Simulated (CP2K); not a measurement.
Two runs for the O K edge of silyloxirane. Run A: CP2K XAS_TDP, all-electron GAPW, PBEh(45%), aug-pc-1, TDA, no relativity. Run B differs in one setting.

First lines with a strength over 0.0015. A:

```csv
atom,energy (eV),states,"strength, one atom"
O4 (bonded to 2 C),529.55,1,0.0416
,530.41,1,0.0397
,532.63,1,0.0053
,532.94,1,0.0035
,533.46,1,0.0023
```

B:

```csv
atom,energy (eV),states,"strength, one atom"
O4 (bonded to 2 C),533.79,1,0.0412
,534.65,1,0.0394
,536.87,1,0.0052
,537.18,1,0.0035
,537.70,1,0.0023
```

**Question.** Which was it: GW2X switched on, the basis, scalar relativity switched on, the functional?

GW2X switched on. GW2X shifts an atom's lines together and keeps their spacings. Against PBEh(45%) in aug-pc-1, the leading line moves by +4.24 eV, to 533.79 eV.

[Banner, clock and machine lines of the logs are left out without a mark of their own.]

[Logs are printed without paths, hosts, clocks, repeated set-up lines and the standing remarks that a program may print on its own settings, such as how far it seeks lower states.]

[Hosts, paths, dates, database ids (printed as entryN), source tags and the programs' standing remarks are cut or masked in the printed files.]
